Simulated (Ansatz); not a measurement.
# 1T-TiO2 monolayer in a perpendicular field, part 3 of 4

What dipole does a perpendicular field induce in the 1T-TiO2 monolayer, and does the gap follow? A positive field points along +c.

Ansatz 0.2.0; plane-wave DFT, RPBE-D3(BJ), Ansatz PAW (the session's first sound run).

So far, gap along the path (eV): 2.91 in steps 3, 5, 6, 7 and 8.

## Step 9: Response, atoms held

This step: plane-wave DFT, RPBE-D3(BJ), Ansatz PAW; response to a field along the normal, atoms held (Ansatz 0.2.0).

The dipoles give the slope, and the difference of two potentials shows where the field is screened.

This step gave:

| Item | Value |
| --- | --- |
| equivalent conductor thickness p/(ε₀AE) | 3.066 Å |
| distance between the outer atoms | 1.996 Å |

The dipole of the cell by applied field:

```tsv
applied field (V/Å)	dipole of the cell (e·Å)
-0.250	-0.0313
-0.030	-0.00376
0.000	-6.6e-8
0.030	0.00376
0.150	0.0188
0.250	0.0313
```

Local field over the applied field, running mean. From the potentials at -0.03 and 0.03 V/Å; running mean over 2.5 Å. Local field over applied field against z:

```tsv
z (Å)	local field over applied field
4.15	1.000
4.44	1.000
4.74	1.000
5.04	0.999
5.48	0.998
5.78	0.996
6.07	0.992
6.37	0.982
6.67	0.965
6.96	0.932
7.26	0.877
7.55	0.799
8.00	0.659
8.29	0.556
8.59	0.453
8.89	0.355
9.18	0.265
9.48	0.194
9.78	0.154
10.22	0.154
10.52	0.194
10.81	0.265
11.11	0.355
11.41	0.453
11.70	0.556
12.00	0.659
12.44	0.799
12.74	0.877
13.03	0.932
13.33	0.965
13.63	0.982
13.92	0.992
14.22	0.996
14.52	0.998
14.96	0.999
15.26	1.000
15.55	1.000
15.85	1.000
```

Electrons, planar mean, per unit field. Induced electron density against z:

z (Å), induced electron density (e/Å³ per V/Å) and a bar from the least value:
```
     4.15    0.00000 ###############
     4.59    0.00000 ###############
     4.89    0.00000 ###############
     5.33    0.00000 ###############
     5.78    0.00001 ###############
     6.22    0.00005 ###############
     6.52    0.00010 ###############
     6.96    0.00030 ################
     7.41    0.00082 ###################
     7.85    0.00210 ########################
     8.15    0.00342 ##############################
     8.59    0.00349 ##############################
     9.04    0.00133 #####################
     9.33    0.00129 #####################
     9.78   -0.00002 ###############
    10.22    0.00002 ###############
    10.66   -0.00129 #########
    10.96   -0.00133 #########
    11.41   -0.00349 
    11.85   -0.00342 
    12.15   -0.00210 ######
    12.59   -0.00082 ###########
    13.03   -0.00030 ##############
    13.48   -0.00010 ###############
    13.78   -0.00005 ###############
    14.22   -0.00001 ###############
    14.66    0.00000 ###############
    15.11    0.00000 ###############
    15.40    0.00000 ###############
    15.85    0.00000 ###############
```

The smaller of the gaps on the path and on the k-mesh, counted as 0 under 0.03 eV. The gap stays at 2.91 eV for applied field from -0.25 to 0.25 V/Å.

By hand: between -0.03 and 0.03 V/Å the dipole changes by 0.007516 e·Å, a slope of 0.1253 e·Å²/V. A perfect conductor of thickness t has p = ε₀AEt, so t = 180.95 × 0.1253 / 7.393 = 3.07 Å (e/ε₀ = 180.95 V·Å, A in Å²).

The induced dipole is that of a conductor 3.07 Å thick.

## Step 10: Relaxing in the field, field 0.1 V/Å

This step: plane-wave DFT, RPBE-D3(BJ), Ansatz PAW (Ansatz 0.2.0).

Now the atoms may follow the field. A weak field makes forces of meV/Å to tens of meV/Å, so the force tolerance is set well below the usual one.

Input file input.yaml:

```yaml
crystal:
  lattice:
    - [2.9217629395, 0.0, 0.0]
    - [-1.4608814697, 2.5303209294, 0.0]
    - [0.0, 0.0, 19.9961294729]
  atoms:
    - { symbol: O, position: [0.6666666667, 0.3333333333, 0.4500871037] }
    - { symbol: Ti, position: [0.0, 0.0, 0.5] }
    - { symbol: O, position: [0.3333333333, 0.6666666667, 0.5499128963] }
kpoints:
  mp_grid: { grid: [12, 12, 1] }
hamiltonian:
  xc: rpbe
  dispersion: d3bj
scf:
  occupations: { method: fermi_dirac, width: 0.02585 }
  convergence: { dr2_threshold: 1.0e-10 }
efield:
  axis: 3
  dipole_correction: true
  ramp_position: 0.97
  ramp_width: 0.06
  amplitude: 0.1
relax:
  f_tol: 0.001
  max_steps: 60
output:
  write_potential: true
  write_density: true
  volumetric_format: npy
```

Started as:

```console
ansatz run input.yaml --threads 2 --pin off --max-ram 3072MiB --backend cpu --events-out ev --progress --plain --runs-dir out
```

Numbers of over 12 decimals in the logs are rounded to 6 here.

Log:

```text
[...]
Crystal: 3 atoms, lattice volume = 147.831 Å³
Basis set: ecut = 420 eV, 2875 PW (Γ), exchange–correlation on 40×40×270 points (8 copies of the dense FFT grid, shifted against one another)
Bands: 16, of which v1, the nominal top of the filled ones, is band 12 counted from 1 (11 counted from 0)
Symmetry: 6 space group operations
k-points: 19 of 144 (time reversal used)
[...]
SCF iter   1: F=—  HF=-3653.134581 eV  |F-HF|=—  |Δ(HF+E_count)|=         —  Δρ=1.06e-1  dr2=1.75e1  ethr=3.10e-3  p=0.017 e·Å  D=2.03e-2 V/Å  ΔV_dip=-0.41 eV  dr2_dipole=1.00e-4  V_vac-E_F(+/−)=10.32/8.99 eV  ⟨swp⟩=7.5  Hψ=1884  notcnv=0
[...]
SCF iter  13: F=-3648.859775 eV  HF=-3648.859775 eV  |F-HF|=8.50e-11  |Δ(HF+E_count)|=   2.97e-9  Δρ=1.58e-7  dr2=2.47e-11  ethr=1.00e-12  p=0.013 e·Å  D=1.53e-2 V/Å  ΔV_dip=-0.31 eV  dr2_dipole=2.42e-13  V_vac-E_F(+/−)=7.58/6.16 eV  ⟨swp⟩=8.6  Hψ=1763  notcnv=0
SCF 1 converged in 13 iterations: F = -3648.859775 eV  dr2 = 2.47e-11
[...]
relax step   1: F+E_penalty+E_count = -3648.85977453 eV  Δ(F+E_penalty+E_count) = +0.000e0 eV  max|allowed force component| = 6.826e-2 eV/Å  Δτ_max = 0.0000 Å  (13 SCF iters, accepted)
[...]
SCF iter   8: F=-3648.859840 eV  HF=-3648.859840 eV  |F-HF|=9.09e-13  |Δ(HF+E_count)|=  5.46e-11  Δρ=1.26e-7  dr2=1.70e-11  ethr=1.00e-12  p=0.013 e·Å  D=1.65e-2 V/Å  ΔV_dip=-0.33 eV  dr2_dipole=3.45e-13  V_vac-E_F(+/−)=7.57/6.17 eV  ⟨swp⟩=7.1  Hψ=1917  notcnv=0
SCF 2 converged in 8 iterations: F = -3648.859840 eV  dr2 = 1.70e-11
relax step   2: F+E_penalty+E_count = -3648.85983965 eV  Δ(F+E_penalty+E_count) = -6.512e-5 eV  max|allowed force component| = 2.734e-2 eV/Å  Δτ_max = 0.0009 Å  (8 SCF iters, accepted)
SCF iter   1: F=—  HF=-3648.859898 eV  |F-HF|=—  |Δ(HF+E_count)|=         —  Δρ=5.26e-5  dr2=1.22e-5  ethr=5.12e-7  p=0.013 e·Å  D=1.65e-2 V/Å  ΔV_dip=-0.33 eV  dr2_dipole=2.70e-6  V_vac-E_F(+/−)=7.57/6.17 eV  ⟨swp⟩=2.3  Hψ=732  notcnv=0
[...]
SCF iter   8: F=-3648.859852 eV  HF=-3648.859852 eV  |F-HF|=5.91e-12  |Δ(HF+E_count)|=  1.39e-10  Δρ=4.22e-8  dr2=2.51e-12  ethr=1.00e-12  p=0.014 e·Å  D=1.72e-2 V/Å  ΔV_dip=-0.34 eV  dr2_dipole=3.76e-14  V_vac-E_F(+/−)=7.57/6.18 eV  ⟨swp⟩=6.1  Hψ=1745  notcnv=0
SCF 3 converged in 8 iterations: F = -3648.859852 eV  dr2 = 2.51e-12
relax step   3: F+E_penalty+E_count = -3648.85985210 eV  Δ(F+E_penalty+E_count) = -1.245e-5 eV  max|allowed force component| = 3.206e-5 eV/Å  Δτ_max = 0.0006 Å  (8 SCF iters, accepted)
[...]
the band table was solved once a step of the walk had ended and its energy, with any forces and stress, was formed, with the checks that follow a solve (2160 applications of the Hamiltonian). They found nothing against the state; the energy, forces and stress were not computed again (output.eigenvalues in the input reference)
SCF converged after 8 iterations
Free energy (F): -3648.859852 eV
[...]
Internal energy: -3648.859852 eV  (E = F + TS)
E sigma→0 (E₀):  -3648.859852 eV
Fermi energy:    -3.335130 eV
Dipole field:    D = 0.017229 V/Å  (p = 0.014076 e·Å, saw-weighted, corrected)
Work function:   not extracted (applied field tilts the vacuum); planar V_es + V_field profile in the machine report
[...]
--- Forces (eV/Å), atoms counted from 1 ---
  atom   1  O      0.00000000    -0.00000000    -0.00003233
  atom   2  Ti     0.00000000     0.00000000     0.00000764
  atom   3  O      0.00000000     0.00000000     0.00002388
  max |Σ_I F_I| component: 8.06e-7 eV/Å
--- Band table (eV; the first three rows and the last of 19) ---
  k-point 0: bands = [... 8 lower, -8.2902, -5.4652, -4.8958, -4.8958, -1.8931, -1.8931, -0.2193, 2.2543]
  k-point 1: bands = [... 8 lower, -8.2185, -5.3526, -5.2138, -5.0549, -1.8068, -1.7175, -0.2407, 2.0105]
  k-point 2: bands = [... 8 lower, -8.0291, -6.1145, -5.3972, -4.9755, -1.6718, -1.3374, -0.3043, 1.5982]
  k-point 18: bands = [... 8 lower, -7.4825, -6.3355, -6.3246, -5.8827, -1.5422, -0.5855, -0.5724, 1.8728]
--- Relaxed structure (3 steps of the walk, 3 accepted, 0 SCFs on fresh bases) ---
  F+E_penalty+E_count = -3648.85985210 eV   max|allowed force component| = 3.206e-5 eV/Å
  atoms:
    - { symbol: O, position: [0.666667, 0.333333, 0.450049] }
    - { symbol: Ti, position: [0, 0, 0.500076] }
    - { symbol: O, position: [0.333333, 0.666667, 0.549875] }
```

Run time: 6.1 s. Hardware: 2 threads of Intel Xeon 6975P-C (Granite Rapids), shared host; peak memory 0.41 GiB.

No atom moved by 0.005 Å in the relaxation.

Numbers from this step:

* gap on the k-mesh: 2.941 eV
* dipole along the normal: 0.01408 e·Å

The relaxation took 3 steps and lowered the energy by 7.8e-5 eV; the largest force on the free atoms ends at 3.2e-5 eV/Å.

The dipole is 0.0141 e·Å, and the gap on the mesh 2.941 eV.

## Step 11: Relaxing in the field, field -0.1 V/Å

The opposite sign, again from the field-free geometry; the difference of the two cancels what relaxes without a field.

Changes to input.yaml since step 10:

```diff
@@ -22,3 +22,3 @@
   ramp_width: 0.06
-  amplitude: 0.1
+  amplitude: -0.1
 relax:
```

Log:

```text
[...]
Crystal: 3 atoms, lattice volume = 147.831 Å³
Basis set: ecut = 420 eV, 2875 PW (Γ), exchange–correlation on 40×40×270 points (8 copies of the dense FFT grid, shifted against one another)
Bands: 16, of which v1, the nominal top of the filled ones, is band 12 counted from 1 (11 counted from 0)
Symmetry: 6 space group operations
k-points: 19 of 144 (time reversal used)
[...]
k-point 18: bands = [... 8 lower, -7.4825, -6.3355, -6.3246, -5.8827, -1.5422, -0.5855, -0.5723, 1.8728]
--- Relaxed structure (3 steps of the walk, 3 accepted, 0 SCFs on fresh bases) ---
  F+E_penalty+E_count = -3648.85985210 eV   max|allowed force component| = 3.423e-5 eV/Å
  atoms:
    - { symbol: O, position: [0.666667, 0.333333, 0.450125] }
    - { symbol: Ti, position: [0, 0, 0.499924] }
    - { symbol: O, position: [0.333333, 0.666667, 0.549951] }
[key lines of the parts left out:]
SCF converged after 8 iterations
Free energy (F): -3648.859852 eV
Fermi energy:    -3.335129 eV
Dipole field:    D = -0.017229 V/Å  (p = -0.014075 e·Å, saw-weighted, corrected)
```

It took 5.6 s on 2 threads; peak memory 0.41 GiB; 9.9 s of CPU time.

Hardly anything moved in the relaxation; the energy changed by under 0.2 meV an atom.

Numbers from this step:

| Quantity | Value |
| --- | --- |
| dipole along the normal | -0.01408 e·Å |

The relaxation took 3 steps and lowered the energy by 7.8e-5 eV; the largest force on the free atoms ends at 3.4e-5 eV/Å.

The dipole is -0.0141 e·Å, and the gap on the mesh 2.941 eV.

## Step 12: Response, atoms relaxed

This step: plane-wave DFT, RPBE-D3(BJ), Ansatz PAW; response to a field along the normal, atoms relaxed (Ansatz 0.2.0).

The same analysis on the two relaxed runs holds the ionic part too; their mesh is coarser, so small differences from the held value can come from that.

Numbers from this step:

```yaml
equivalent_conductor_thickness_p_eps_0ae: 3.445 Å
```

Table of dipole of the cell by applied field:

```tsv
applied field (V/Å)	dipole of the cell (e·Å)
-0.1000	-0.0141
0.1000	0.0141
```

Local field over the applied field, running mean. From the potentials at -0.1 and 0.1 V/Å; running mean over 2.5 Å. Table of local field over applied field by z:

```tsv
z (Å)	local field over applied field
4.15	1.000
4.44	1.000
4.74	1.000
5.04	0.999
5.48	0.998
5.78	0.996
6.07	0.991
6.37	0.982
6.67	0.963
6.96	0.920
7.26	0.838
7.55	0.790
8.00	0.761
8.29	0.639
8.59	0.427
8.89	0.235
9.18	0.0375
9.48	-0.0489
9.78	0.00888
10.22	0.00887
10.52	-0.0490
10.81	0.0375
11.11	0.235
11.41	0.427
11.70	0.639
12.00	0.761
12.44	0.790
12.74	0.838
13.03	0.920
13.33	0.963
13.63	0.982
13.92	0.991
14.22	0.996
14.52	0.998
14.96	0.999
15.26	1.000
15.55	1.000
15.85	1.000
```

Electrons, planar mean, per unit field. Table of induced electron density by z:

```tsv
z (Å)	induced electron density (e/Å³ per V/Å)
4.15	-7.4e-7
4.44	-6.2e-7
4.74	-3.1e-7
5.04	6.1e-7
5.48	7.1e-6
5.78	1.5e-5
6.07	3.2e-5
6.37	6.9e-5
6.67	1.5e-4
6.96	3.1e-4
7.26	6.2e-4
7.55	0.00125
8.00	0.00379
8.29	0.00790
8.59	0.0136
8.89	0.00417
9.18	-0.0169
9.48	-0.0431
9.78	-0.0294
10.22	0.0294
10.52	0.0431
10.81	0.0169
11.11	-0.00417
11.41	-0.0136
11.70	-0.00790
12.00	-0.00379
12.44	-0.00125
12.74	-6.2e-4
13.03	-3.1e-4
13.33	-1.5e-4
13.63	-6.9e-5
13.92	-3.2e-5
14.22	-1.5e-5
14.52	-7.1e-6
14.96	-6.1e-7
15.26	3.1e-7
15.55	6.2e-7
15.85	7.4e-7
```

The induced dipole is that of a conductor 3.45 Å thick.

## Step 13: Varying the input

This step: plane-wave DFT, RPBE-D3(BJ), Ansatz PAW, but for the change named below (Ansatz 0.2.0).

A run with a changed input: it repeats the earlier run at 0.03 V/Å with hamiltonian.hubbard to sites: [species: Ti, l: d, u_eff: 1.0], double_counting: fll, basis.xc_grid to 4 and magnetization to spin_polarized: true.

Input file input.yaml:

```yaml
crystal:
  lattice:
    - [2.9217629395, 0.0, 0.0]
    - [-1.4608814697, 2.5303209294, 0.0]
    - [0.0, 0.0, 19.9961294729]
  atoms:
    - { symbol: O, position: [0.6666666667, 0.3333333333, 0.4500871037], spin: 4.0 }
    - { symbol: Ti, position: [0.0, 0.0, 0.5], spin: 2.0 }
    - { symbol: O, position: [0.3333333333, 0.6666666667, 0.5499128963], spin: 1.0 }
kpoints:
  mp_grid: { grid: [18, 18, 1] }
  band_path:
    path: [[0, 0, 0], [0.5, 0, 0], [0.33333333, 0.33333333, 0], [0, 0, 0]]
    npoints: 16
hamiltonian:
  xc: rpbe
  dispersion: d3bj
  hubbard: { sites: [{ species: Ti, l: d, u_eff: 1.0 }], double_counting: fll }
scf:
  occupations: { method: fermi_dirac, width: 0.02585 }
  convergence: { dr2_threshold: 1.0e-10 }
efield:
  axis: 3
  dipole_correction: true
  ramp_position: 0.97
  ramp_width: 0.06
  amplitude: 0.03
output:
  write_potential: true
  write_density: true
  volumetric_format: npy
basis:
  xc_grid: 4
magnetization:
  spin_polarized: true
```

Log:

```text
Warning: where an SCF of this run starts from atoms to list the orders of its open shells, O (site 0, from 0) starts with 2.00 μB on its 2p shell, in the place of the 4.00 μB that the deck gives it: its open shells can hold no more by Hund's first rule. To start from spheres of the given moment, type scf.initial_density.shell_occupations: []
O: projections on atomic orbitals take those of the free atom [He] 2s2 2p4, of charge +0.00 (hamiltonian.pseudopotentials.projection_atoms); the dataset's partial waves leave at most 1.9e-8 of an orbital's norm unspanned inside its sphere
Ti: projections on atomic orbitals take those of the free atom [Ne] 3s2 3p6 3d2 4s2, of charge +0.00 (hamiltonian.pseudopotentials.projection_atoms); the dataset's partial waves leave at most 4.1e-7 of an orbital's norm unspanned inside its sphere
[...]
Crystal: 3 atoms, lattice volume = 147.831 Å³
Basis set: ecut = 420 eV, 2875 PW (Γ), exchange–correlation on 80×80×540 points (64 copies of the dense FFT grid, shifted against one another)
Bands: 20, of which v1, the nominal top of the filled ones, is band 12 counted from 1 (11 counted from 0)
Symmetry: 6 space group operations
k-points: 37 of 324 (time reversal used)
[...]
Starting moments: Σ|m| = 7 μB on 3 of 3 sites
[...]
SCF iter   1: F=—  HF=-3644.261053 eV  |F-HF|=—  |Δ(HF+E_count)|=         —  Δρ=1.34e-1 (↑1.00e-1 ↓1.34e-1)  dr2=1.62e1  dr2_m=1.56e1  M=0.000 μB ∫|m|=0.826 μB  β_m=0.30  ethr=3.10e-3  p=0.005 e·Å  D=6.10e-3 V/Å  ΔV_dip=-0.12 eV  dr2_dipole=8.28e-3  V_vac-E_F(+/−)=8.81/8.39 eV  ⟨swp⟩=9.1  Hψ=9092  notcnv=0
[...]
SCF iter   7: F=—  HF=-3647.832430 eV  |F-HF|=—  |Δ(HF+E_count)|=   1.28e-1  Δρ=1.69e-2 (↑1.69e-2 ↓1.65e-2)  dr2=3.91e-3  dr2_m=3.78e-1  M=0.000 μB ∫|m|=0.264 μB  β_m=0.30  ethr=9.69e-5  p=0.003 e·Å  D=3.32e-3 V/Å  ΔV_dip=-0.07 eV  dr2_dipole=7.55e-7  V_vac-E_F(+/−)=6.90/6.43 eV  ⟨swp⟩=2.8  Hψ=2312  notcnv=0  defer=216
[...]
spin-set hold released at iteration 7 (site moments contracting): the magnetisation degrees of freedom join the quasi-Newton model from the next iteration; the mixer history was flushed
SCF iter   8: F=—  HF=-3647.902102 eV  |F-HF|=—  |Δ(HF+E_count)|=   6.97e-2  Δρ=1.29e-2 (↑1.23e-2 ↓1.29e-2)  dr2=1.86e-3  dr2_m=2.14e-1  M=0.000 μB ∫|m|=0.212 μB  β_m=0.30  ethr=1.63e-5  p=0.003 e·Å  D=3.73e-3 V/Å  ΔV_dip=-0.07 eV  dr2_dipole=2.51e-6  V_vac-E_F(+/−)=6.90/6.43 eV  ⟨swp⟩=3.3  Hψ=2834  notcnv=0  defer=216  κ⁻¹=1.0e0(r=1)
[...]
SCF iter  20: F=-3647.995693 eV  HF=-3647.995693 eV  |F-HF|=1.05e-11  |Δ(HF+E_count)|=  9.09e-11  Δρ=1.40e-7 (↑1.40e-7 ↓1.29e-7)  dr2=1.58e-11  dr2_m=2.02e-11  M=0.000 μB ∫|m|=0.000 μB  ethr=1.00e-12  p=0.004 e·Å  D=4.59e-3 V/Å  ΔV_dip=-0.09 eV  dr2_dipole=5.69e-13  V_vac-E_F(+/−)=7.01/6.56 eV  ⟨swp⟩=3.4  Hψ=3514  notcnv=0
SCF 1 converged in 20 iterations: F = -3647.995693 eV  dr2 = 1.58e-11
[...]
Symmetry: 1 space group operations
k-points: 164 of 324 (time reversal used)
Starting moments: Σ|m| = 8 μB on 3 of 3 sites
SCF iter   1: F=—  HF=-3649.427571 eV  |F-HF|=—  |Δ(HF+E_count)|=         —  Δρ=9.82e-2 (↑7.04e-2 ↓9.82e-2)  dr2=1.80e1  dr2_m=6.01e0  M=0.000 μB ∫|m|=0.273 μB  β_m=0.30  ethr=3.10e-3  p=0.005 e·Å  D=6.10e-3 V/Å  ΔV_dip=-0.12 eV  dr2_dipole=9.88e-5  V_vac-E_F(+/−)=9.61/9.19 eV  ⟨swp⟩=9.4  Hψ=40981  notcnv=0
[...]
SCF iter   5: F=—  HF=-3648.002265 eV  |F-HF|=—  |Δ(HF+E_count)|=   3.34e-2  Δρ=5.39e-3 (↑5.39e-3 ↓2.74e-3)  dr2=8.92e-2  dr2_m=1.56e-2  M=0.000 μB ∫|m|=0.056 μB  β_m=0.30  ethr=2.07e-3  p=0.021 e·Å  D=2.54e-2 V/Å  ΔV_dip=-0.51 eV  dr2_dipole=9.01e-3  V_vac-E_F(+/−)=6.59/6.56 eV  ⟨swp⟩=2.2  Hψ=10108  notcnv=0  defer=959  κ⁻¹=2.9e-3(r=4)
WARN: the starting moments were not kept: the SCF closed with an absolute magnetisation of 3.1e-6 μB, where they sum to 7 μB in size (3 sites). That is at most 0.1 of that sum. Measured as dr2_m measures the in/out step, that magnetisation stands 2.4e-12 eV from none, at or under the dr2_threshold of 1.0e-10 eV: it is no larger than a step whose dr2_m would equal this threshold. The system may hold no moment; this SC [...]
[...]
this state was not tested for a lower state beside it, because the mixer in use, unlike msr1, does not test its closes by its own steps (another_mixer; see scf.mixing.algorithm and scf.lower_state_search)
[...]
SCF converged after 20 iterations
Magnetization: 0.0000 μB (12.0000 up, 12.0000 down)
Absolute magnetization: 0.0000 μB (∫|ρ↑−ρ↓|, with the PAW one-centre terms)
[...]
Per-site moments (μB) at R_I (Å): [(-8.708586715255401e-7, 0.808510), (8.326439071889252e-7, 0.808510), (1.1480411267262298e-7, 0.808510)]
Free energy (F): -3647.995693 eV
[...]
Internal energy: -3647.995693 eV  (E = F + TS)
E sigma→0 (E₀):  -3647.995693 eV
Fermi energy:    -3.249490 eV
Dipole field:    D = 0.004593 V/Å  (p = 0.003752 e·Å, saw-weighted, corrected)
Work function:   not extracted (applied field tilts the vacuum); planar V_es + V_field profile in the machine report
[...]
--- Band table (eV; the first three rows and the last of 74) ---
  k-point 0 ↑: bands = [... 8 lower, -8.2577, -5.4449, -4.8804, -4.8804, -1.7550, -1.7550, -0.1404, 2.2506, ... 4 higher]
  k-point 1 ↑: bands = [... 8 lower, -8.2261, -5.3721, -5.0440, -4.9521, -1.7168, -1.6755, -0.1484, 2.1330, ... 4 higher]
  k-point 2 ↑: bands = [... 8 lower, -8.1360, -5.5138, -5.1523, -5.1361, -1.6348, -1.4708, -0.1729, 1.8687, ... 4 higher]
  k-point 36 ↓: bands = [... 8 lower, -7.4828, -6.3058, -6.2985, -5.8773, -1.3868, -0.4839, -0.4833, 1.8564, ... 4 higher]
Occupation matrices written to <dir>
```

It took 40 s on 2 threads; peak memory 1.2 GiB; 75 s of CPU time.

Numbers from this step:

| Item | Value |
| --- | --- |
| gap on the k-mesh | 3.034 eV |
| dipole along the normal | 0.003752 e·Å |
| gap along the path | 3.029 eV |
| gap, the smaller of path and mesh | 3.029 eV |

[end of part 3 of 4]

[Logs are printed without paths, hosts, clocks, repeated set-up lines and the standing remarks that a program may print on its own settings, such as how far it seeks lower states.]

[Hosts, paths, dates, database ids (printed as entryN), source tags and the programs' standing remarks are cut or masked in the printed files.]

[Maps of the electrostatic potential energy from Ansatz leave out the sawtooth potential of an applied field or a dipole correction, so their vacuum need not be flat; planar profiles and work functions include it.]
